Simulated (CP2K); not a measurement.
The O K edge of 2-fluorocarbonylthiophene was computed by TDDFT (CP2K XAS_TDP, aug-cc-pVDZ, TDA) at these levels: PBE, PBEh(45%) and PBEh(45%) + GW2X. The first three lines of O1 (bonded to C) with a strength over 0.0015, energy in eV and strength:

| run | first | second | third |
| --- | --- | --- | --- |
| 1 | 527.04 (0.037) | 531.96 (0.004) | 532.09 (0.002) |
| 2 | 531.81 (0.037) | 536.73 (0.004) | 536.85 (0.002) |
| 3 | 508.42 (0.012) | 510.47 (0.007) | 511.73 (0.007) |

**Question.** Which run is which?

Run 1: PBEh(45%) (45 % exact exchange). Run 2: PBEh(45%) + GW2X (45 % exact exchange). Run 3: PBE (0 % exact exchange). Self-interaction lifts the core level, so the uncorrected lines rise with the share of exact exchange. The GW2X run keeps the spacings of its parent: 4.92 eV between the first two lines in run 2, 4.92 eV in run 1. Its shift is +4.77 eV, since the Kohn–Sham level at this share of exchange lies that far above the quasiparticle level.

[Hosts, paths, dates, database ids (printed as entryN), source tags and the programs' standing remarks are cut or masked in the printed files.]
